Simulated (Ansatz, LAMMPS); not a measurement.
# Amorphous 31Ga2O3-69TiO2 (mol %) (116 atoms) under strain, part 3 of 5

How stiff is amorphous 31Ga2O3-69TiO2 (mol %) (116 atoms), and how do its levels respond to strain?

Ansatz 0.2.0; Kohn-Sham DFT, PBE, PAW (set soft_1), plane waves.

The cell: 20 Ga, 22 Ti and 74 O. The quench rate of 20 K/ps far exceeds what a furnace or splat quench reaches. The network of bonds at the start is that of the classical potential that made the cell. Only the Γ point is sampled.

So far. Step 2 (Single point at the start): The r.m.s. force at the start is 0.71 eV/Å. Step 3 (Cell and atoms relaxed): The relaxation converged after 34 steps, with a largest force component of 0.021 eV/Å.

## (4) Single point at the relaxed geometry

One more single point at the end of the walk gives the fuller output and checks the residual forces.

Input file input.yaml:

```yaml
crystal:
  lattice:
    - [11.42065, 0.09875, 0.19633]
    - [0.09875, 10.86927, -0.29044]
    - [0.19633, -0.29044, 11.17368]
  atoms:
    - { symbol: Ga, position: [0.77079, 0.80699, 0.49771] }
    - { symbol: Ga, position: [0.60014, 0.32393, 0.23234] }
    - { symbol: Ga, position: [0.37666, 0.22235, 0.09198] }
    - { symbol: Ga, position: [0.06576, 0.80417, 0.53779] }
    - { symbol: Ga, position: [0.63609, 0.58302, 0.35179] }
    - { symbol: Ga, position: [0.13445, 0.05575, 0.03638] }
    [... 104 atom lines left out ...]
    - { symbol: O, position: [0.31818, 0.8217, 0.55151] }
    - { symbol: O, position: [0.71324, 0.46705, 0.22479] }
    - { symbol: O, position: [0.91726, 0.59189, 0.2579] }
    - { symbol: O, position: [0.52511, 0.21797, 0.36106] }
    - { symbol: O, position: [0.14413, 0.13721, 0.59254] }
    - { symbol: O, position: [0.54972, 0.95042, 0.33328] }
kpoints:
  mp_grid: { grid: [1, 1, 1] }
hamiltonian:
  xc: pbe
  pseudopotentials: { kind: paw, azcp: { folder: soft_1 } }
scf:
  occupations: { method: fixed }
output:
  forces: true
  stress: true
  populations: true
  dos:
    method: { smearing: { sigma: 0.1 } }
    de: 0.1
    projected: { site_lists: { Ga: [Ga], O: [O], Ti: [Ti] } }
  eigenvalues: true
  write_density: true
  write_potential: true
  volumetric_format: npy
  elf: true
```

Run with:

```console
ansatz run input.yaml --threads 4 --pin off --max-ram 8192MiB --backend cpu --events-out ev --progress --plain --runs-dir out
```

Numbers of over 12 decimals in the logs are rounded to 6 here.

The log of the run:

```text
[...]
Crystal: 116 atoms, lattice volume = 1385.532 Å³
Basis set: ecut = 420 eV, 27099 PW (Γ), exchange–correlation on 160×150×150 points (8 copies of the dense FFT grid, shifted against one another)
Bands: 600, of which v1, the nominal top of the filled ones, is band 484 counted from 1 (483 counted from 0)
Symmetry: 1 space group operations
[...]
k-points: 1
[...]
SCF iter   1: F=—  HF=-172760.333870 eV  |F-HF|=—  |Δ(HF+E_count)|=         —  Δρ=8.94e-2  dr2=8.01e1  ethr=3.10e-3  ⟨swp⟩=4.0  Hψ=1669  notcnv=0  defer=112
[...]
SCF iter  18: F=-172738.585343 eV  HF=-172738.585343 eV  |F-HF|=2.91e-11  |Δ(HF+E_count)|=  3.20e-10  Δρ=9.58e-7  dr2=1.60e-8  ethr=1.03e-11  ⟨swp⟩=5.0  Hψ=3321  notcnv=0
SCF 1 converged in 18 iterations: F = -172738.585343 eV  dr2 = 1.60e-8
[...]
SCF converged after 18 iterations
Free energy (F): -172738.585343 eV
[...]
Internal energy: -172738.585343 eV  (E = F + TS)
E sigma→0 (E₀):  -172738.585343 eV
Fermi energy:    6.729214 eV
[...]
--- Forces (eV/Å), atoms counted from 1 ---
  atom   1  Ga     0.00107464    -0.00669145    -0.00417611
  atom   2  Ga     0.00167990     0.00161862    -0.00452766
  atom   3  Ga     0.00091435    -0.00185695    -0.00471818
  atom   4  Ga     0.00197258    -0.00128992     0.00385998
  atom   5  Ga    -0.00151179     0.00248624     0.00115276
  atom   6  Ga    -0.00248234    -0.00008587     0.00224989
  atom   7  Ga    -0.00255868    -0.00298791    -0.00884609
  atom   8  Ga    -0.00414074    -0.00416168     0.00312965
  atom   9  Ga     0.00277728     0.00209009     0.00214563
  atom  10  Ga    -0.00136446     0.00520135     0.00293233
  atom  11  Ga     0.00736035     0.00006425     0.00415434
  atom  12  Ga    -0.00165519     0.00047709    -0.00003230
  atom  13  Ga     0.00460962    -0.00268564    -0.00423053
  atom  14  Ga     0.00007169    -0.00110882    -0.00443658
[...]
atom 115  O      0.00230788     0.00406968     0.00492210
  atom 116  O      0.00055155     0.00061338     0.00168815
  max |Σ_I F_I| component: 4.67e-5 eV/Å
--- Stress (GPa, compression-positive) ---
        0.021461       0.006078       0.016995
        0.006078      -0.017029      -0.012731
        0.016995      -0.012731       0.001624
  P = ⅓ Tr σ = 0.0020 GPa (0.020 kbar)
--- Band table (eV) ---
[...]
--- Löwdin populations: 116 sites ---
  site symbol       q [e]
     0     Ga     11.9663
     1     Ga     12.0069
     2     Ga     12.0036
[...]
115      O      6.6122
  spilling = 0.003113 (of n_electrons = 968.000000)
```

Run time: 39 s. Hardware: 4 threads of AMD EPYC 9R14 (Zen 4), shared host; peak memory 2.5 GiB.

Numbers from this run:

| Quantity | Value |
| --- | --- |
| free energy | -172738.5853 eV |
| free energy per atom | -1489.1257 eV/atom |
| SCF cycles | 18 |
| pressure | 0.002018 GPa |
| r.m.s. force component | 0.0032 eV/Å |
| longest force | 0.02199 eV/Å |
| Fermi energy | 6.729 eV |
| gap (highest filled to lowest empty level) | 2.699 eV |
| spilling of the projection | 0.003113 |

Löwdin charges by element and coordination (they lack the spilled electrons, 0.026 e an atom on average):

```
element  coordination  atoms  mean charge (e)  spread   least    most
     Ga           all     20             1.01  0.0153   0.989    1.05
     Ga             4      7             1.01  0.0142   0.989    1.03
     Ga             5     12             1.01  0.0161   0.991    1.05
     Ga             6      1             1.01       0    1.01    1.01
      O           all     74           -0.657  0.0417  -0.736   -0.54
      O             2     15           -0.593  0.0234  -0.622   -0.54
      O             3     54           -0.671  0.0258  -0.736  -0.600
      O             4      5           -0.699  0.0256  -0.736  -0.663
     Ti           all     22             1.43  0.0254    1.38    1.49
     Ti             4      3             1.40  0.0177    1.38    1.42
     Ti             5      9             1.42  0.0147    1.39    1.44
     Ti             6      9             1.45   0.023    1.41    1.49
     Ti             7      1             1.46       0    1.46    1.46
```

States in the cell by windows of 1 eV, zero at the Fermi level; the larger projections on atomic orbitals stand beside the total:

```
from (eV)  to (eV)  total   O p  Ti d   O s   Ga d
      -18      -17   54.5   0.3   1.1  40.0    2.9
      -17      -16   73.3   0.3   3.1  58.5    4.3
      -16      -15   15.8   0.1   1.0  13.5    0.3
      -15      -14    0.0   0.0   0.0   0.0    0.0
      -14      -13   74.4   0.8   0.1   0.6   72.6
      -13      -12  125.3   1.3   0.4   5.5  117.2
      -12      -11    0.3   0.0   0.0   0.0    0.2
      -11       -7    0.0   0.0   0.0   0.0    0.0
       -7       -6   13.6   8.3   0.7   0.4    0.1
       -6       -5   23.6  14.9   1.5   1.0    0.1
       -5       -4   42.9  30.7   5.6   0.5    0.2
       -4       -3   92.1  69.0  14.1   0.8    0.4
       -3       -2   89.4  72.3  10.8   0.9    0.5
       -2       -1  101.3  88.5   8.2   0.9    0.5
       -1        0   77.7  72.1   3.4   0.4    0.3
        0        1    3.4   3.2   0.1   0.0    0.0
        1        2    0.0   0.0   0.0   0.0    0.0
        2        3   14.9   1.3  12.2   0.2    0.0
        3        4   74.9   9.8  58.7   1.4    0.0
        4        5   62.6  11.8  42.1   2.8    0.0
```

With fixed occupations the program's Fermi level is the highest filled level; weight inside the gap is the broadening of levels at its edges.

Between -26 and -18 eV lie 4 more states.

The stored curve holds about 792 of the 968 electrons; the rest, give or take the few that broadening carries across the Fermi level, lie in deeper levels below its range.

The levels nearest the highest filled one (over half full), pooled over k-points and spins:

| level less the highest filled one (eV) | occupation |
| --- | --- |
| -0.258 | 2 |
| -0.250 | 2 |
| -0.154 | 2 |
| -0.108 | 2 |
| -0.015 | 2 |
| 0 | 2 |
| 2.70 | 0 |
| 2.76 | 0 |
| 2.78 | 0 |
| 2.83 | 0 |
| 2.87 | 0 |
| 2.89 | 0 |

Valence density in the bc plane at fractional x = 0.334, with atoms of Ga and Ti and O within 0.2 Å of it. It is the smooth field of the valence electrons, not physical close to the nuclei.

Ten steps, logarithmic in the rise over the least value, from '0' (0 e/Å³) to '9' (32 e/Å³), each cell a mean:
```
1355421135542112343210001222110
1233211136652244322100000125631
0011233224432466410000000148962
1112466311111355310000122236631
4322455310000123210001344211123
6642222211000245420001343210125
6531123432101356531001221100024
3210024542111244421244310000012
1100012322343111101467521110001
1100000011343100001466533442101
1221000001221000122233225663101
3554200012332101355421024542101
3664211124664102466420001111001
2343344324653112344210000000001
0112576522322245421000000121100
0002566410111467630000002454210
0011233112211356520000013565310
1123211124542122211110002444211
2234311136652100123310000122565
3233211124431000123210000013897
1111112322110000011110000112675
0001125531000000000111012332211
0122223321000000111111123553100
1355421112210001233210013443100
```
Columns run along b (10.9 Å), rows up along c (11.2 Å). Atoms in or near the plane, at fractional coordinates: Ga at (0.90, 0.88), Ga at (0.94, 0.18), Ti at (0.18, 0.37), Ti at (0.48, 0.34), O at (0.02, 0.75), O at (0.49, 0.72), O at (0.34, 0.46), O at (0.32, 0.94), O at (0.85, 0.31), O at (0.06, 0.48), O at (0.32, 0.22), O at (0.58, 0.48), O at (0.82, 0.55).

Electrostatic potential energy in the bc plane at fractional x = 0.334, with atoms of Ga and Ti and O within 0.2 Å of it. With pseudopotentials it is smooth inside the atoms' cores, unlike the true potential.

Ten even steps from '0' (-34 eV) to '9' (14 eV), each cell a mean:
```
9511488862148877645889999877778
8866777840026422468999999779986
8887423564465100268999998789996
8885100268886211378999988779987
4575101378988655789999744777776
0047545689998831389999745899982
0168885358888610168877788999983
6789984237777743587522368999998
7889998776897688986100048999987
7889999986897689986200155347887
8779999987777899987533562005888
6214999997457999621478885237998
5002777882004998400389999888999
8545422473115876534799999988999
9984000157777411258999999988999
9985100268986100037999998413899
9987534688887200158999997101699
8887788873247654678999998524677
6753689850027988886799999987898
7776887763369999987799999978999
6899877877899999999888899977999
8999779986899999998776788656767
9987768877899999988766785115888
9621477778899999855778886337899
```
Columns run along b (10.9 Å; values clipped at the 3rd and 97th percentile), rows up along c (11.2 Å). Atoms in or near the plane, at fractional coordinates: Ga at (0.90, 0.88), Ga at (0.94, 0.18), Ti at (0.18, 0.37), Ti at (0.48, 0.34), O at (0.02, 0.75), O at (0.49, 0.72), O at (0.34, 0.46), O at (0.32, 0.94), O at (0.85, 0.31), O at (0.06, 0.48), O at (0.32, 0.22), O at (0.58, 0.48), O at (0.82, 0.55).

Filled and empty levels are parted by 2.70 eV (at Γ alone); a semilocal functional tends to put such gaps too low. In a disordered cell it changes from sample to sample, and tail or defect levels can set it. Mean Löwdin charges: Ga +1.01, O -0.66, Ti +1.43 e (they miss 0.31 % of the electrons, so they add up to more than the cell's charge). The largest share in the top eV of filled states is O p (94 % of the projected weight), and in the lowest eV of empty states Ti d (81 % of the projected weight).

## (5) Volume -3 %

The relaxed cell is scaled evenly and the atoms are relaxed again; the stress at the end gives one point of P(V).

input.yaml, the sections that differ from step 4:

```yaml
crystal:
  lattice:
    - [11.30528, 0.09775, 0.19435]
    - [0.09775, 10.75947, -0.28751]
    - [0.19435, -0.28751, 11.06081]
  atoms:
    [... the 116 atom lines of step 4 ...]
output:
  forces: true
  eigenvalues: true
  stress: true
relax:
  f_tol: 0.05
  max_steps: 70
# kpoints, hamiltonian, scf: as in step 4
```

The log of the run:

```text
Warning: output.stress: scf.convergence.dr2_threshold = 1e-7 eV (the SCF's general default) is looser than the 1.08e-8 eV advised for a printed stress (1e-10 eV for each atom of the cell: 116, of which 108 are counted). What an SCF threshold leaves in a stress goes as its square root, and in the free energy as the threshold itself, and one threshold admits the most on a small cell: [...]
[...]
Crystal: 116 atoms, lattice volume = 1343.966 Å³
Basis set: ecut = 420 eV, 26231 PW (Γ), exchange–correlation on 160×144×150 points (8 copies of the dense FFT grid, shifted against one another)
Bands: 600, of which v1, the nominal top of the filled ones, is band 484 counted from 1 (483 counted from 0)
Symmetry: 1 space group operations
[...]
k-points: 1
[...]
SCF iter   1: F=—  HF=-172761.142407 eV  |F-HF|=—  |Δ(HF+E_count)|=         —  Δρ=9.24e-2  dr2=8.41e1  ethr=3.10e-3  ⟨swp⟩=4.0  Hψ=1683  notcnv=0  defer=112
[...]
SCF iter  11: F=—  HF=-172737.839549 eV  |F-HF|=—  |Δ(HF+E_count)|=   1.28e-4  Δρ=7.03e-5  dr2=8.75e-5  ethr=4.97e-8  ⟨swp⟩=2.0  Hψ=971  notcnv=0  defer=114
SCF iter  12: F=-172737.839600 eV  HF=-172737.839588 eV  |F-HF|=1.26e-5  |Δ(HF+E_count)|=   3.81e-5  Δρ=4.00e-5  dr2=2.83e-5  ethr=6.46e-9  ⟨swp⟩=10.0  Hψ=2589  notcnv=0
SCF 1 converged in 12 iterations: F = -172737.839600 eV  dr2 = 2.83e-5
[...]
relax step   1: F+E_penalty+E_count = -172737.83960016 eV  Δ(F+E_penalty+E_count) = +0.000e0 eV  max|allowed force component| = 5.058e-1 eV/Å  Δτ_max = 0.0000 Å  (12 SCF iters, dr2 threshold 6.25e-5 eV, accepted)
[...]
relax step   2: F+E_penalty+E_count = -172738.03076478 eV  Δ(F+E_penalty+E_count) = -1.912e-1 eV  max|allowed force component| = 2.795e-1 eV/Å  Δτ_max = 0.0399 Å  (7 SCF iters, dr2 threshold 1.60e-5 eV, accepted)
[...]
relax step   3: F+E_penalty+E_count = -172738.13272480 eV  Δ(F+E_penalty+E_count) = -1.020e-1 eV  max|allowed force component| = 1.379e-1 eV/Å  Δτ_max = 0.0518 Å  (8 SCF iters, dr2 threshold 4.88e-6 eV, accepted)
relax step   4: F+E_penalty+E_count = -172738.06017267 eV  Δ(F+E_penalty+E_count) = +7.255e-2 eV  max|allowed force component| = 3.409e-1 eV/Å  Δτ_max = 0.2000 Å  (9 SCF iters, dr2 threshold 4.63e-6 eV, rejected (line search))
relax step   5: F+E_penalty+E_count = -172738.17503512 eV  Δ(F+E_penalty+E_count) = -4.231e-2 eV  max|allowed force component| = 1.086e-1 eV/Å  Δτ_max = 0.0906 Å  (12 SCF iters, accepted)
relax step   6: F+E_penalty+E_count = -172738.17470788 eV  Δ(F+E_penalty+E_count) = +3.272e-4 eV  max|allowed force component| = 1.808e-1 eV/Å  Δτ_max = 0.1000 Å  (9 SCF iters, dr2 threshold 2.87e-6 eV, rejected (line search))
relax step   7: F+E_penalty+E_count = -172738.18310745 eV  Δ(F+E_penalty+E_count) = -8.072e-3 eV  max|allowed force component| = 1.361e-1 eV/Å  Δτ_max = 0.0493 Å  (10 SCF iters, accepted)
relax step   8: F+E_penalty+E_count = -172738.18471444 eV  Δ(F+E_penalty+E_count) = -1.607e-3 eV  max|allowed force component| = 6.756e-2 eV/Å  Δτ_max = 0.0500 Å  (7 SCF iters, dr2 threshold 1.15e-5 eV, accepted)
relax step   9: F+E_penalty+E_count = -172738.18768940 eV  Δ(F+E_penalty+E_count) = -2.975e-3 eV  max|allowed force component| = 5.009e-2 eV/Å  Δτ_max = 0.0187 Å  (9 SCF iters, accepted)
relax step  10: F+E_penalty+E_count = -172738.18460775 eV  Δ(F+E_penalty+E_count) = +3.082e-3 eV  max|allowed force component| = 5.561e-2 eV/Å  Δτ_max = 0.0512 Å  (9 SCF iters, rejected (line search))
[...]
relax step  11: F+E_penalty+E_count = -172738.18836546 eV  Δ(F+E_penalty+E_count) = -6.761e-4 eV  max|allowed force component| = 1.630e-2 eV/Å  Δτ_max = 0.0066 Å  (9 SCF iters, accepted)
SCF converged after 9 iterations
Free energy (F): -172738.188365 eV
[...]
Internal energy: -172738.188365 eV  (E = F + TS)
E sigma→0 (E₀):  -172738.188365 eV
Fermi energy:    7.137274 eV
[...]
Σ components = -172738.188365   (vs F -172738.188365, Δ=0.00e0)
--- Forces (eV/Å), atoms counted from 1 ---
  atom   1  Ga     0.00288343     0.00558924    -0.00343718
  atom   2  Ga     0.00264847     0.00295006    -0.00074358
  atom   3  Ga    -0.00362672    -0.00291524    -0.00224623
  atom   4  Ga    -0.00460186    -0.00362543    -0.00533584
[...]
atom 116  O     -0.00528381    -0.00651700     0.00578975
  max |Σ_I F_I| component: 6.56e-5 eV/Å
--- Stress (GPa, compression-positive) ---
        3.002787       0.113576      -0.335137
        0.113576       3.282102       0.079575
       -0.335137       0.079575       2.949896
  P = ⅓ Tr σ = 3.0783 GPa (30.783 kbar)
--- Band table (eV) ---
[...]
--- Relaxed structure (11 steps of the walk, 8 accepted, 0 SCFs on fresh bases) ---
  F+E_penalty+E_count = -172738.18836546 eV   max|allowed force component| = 1.630e-2 eV/Å
  atoms:
    - { symbol: Ga, position: [0.768368, 0.806345, 0.493886] }
    - { symbol: Ga, position: [0.601332, 0.324819, 0.228485] }
    - { symbol: Ga, position: [0.375705, 0.222862, 0.090073] }
    - { symbol: Ga, position: [0.065606, 0.803981, 0.541681] }
[...]
- { symbol: O, position: [0.547002, 0.945138, 0.330684] }
```

The job ended after 3.5 min (4 threads; peak memory 2.4 GiB; 13 min of CPU time).

The program notes that the SCF threshold is loose for the stress.

The relaxation converged after 11 steps, 0.349 eV below its start, with a largest force component of 0.016 eV/Å.

Volume -3 %: the energy stands 0.397 eV above that of the reference, at a pressure of 3.08 GPa.

## (6) Volume +3 %

The relaxed cell is scaled to another volume.

Input and log are left out; they have the form of those shown for this kind of step.

Wall time 3.9 min (4 threads of AMD EPYC 9R14 (Zen 4), shared host); peak memory 2.6 GiB.

The relaxation converged after 11 steps, 0.351 eV below its start, with a largest force component of 0.043 eV/Å.

Volume +3 %: the energy stands 0.312 eV above that of the reference, at a pressure of -2.32 GPa.

## (7) Volume -6 %

The relaxed cell is scaled to another volume.

Input and log are left out; they have the form of those shown for this kind of step.

Elapsed: 5.8 min, on 4 threads of AMD EPYC 9R14 (Zen 4), shared host; peak memory 2.4 GiB; 22 min of CPU time.

The relaxation converged after 20 steps, 1.99 eV below its start, with a largest force component of 0.048 eV/Å.

Volume -6 %: the energy stands 1.13 eV above that of the reference, at a pressure of 5.68 GPa.

(Part 3 of 5 ends here.)

[Logs are printed without paths, hosts, clocks, repeated set-up lines and the standing remarks that a program may print on its own settings, such as how far it seeks lower states.]

[Hosts, paths, dates, database ids (printed as entryN), source tags and the programs' standing remarks are cut or masked in the printed files.]
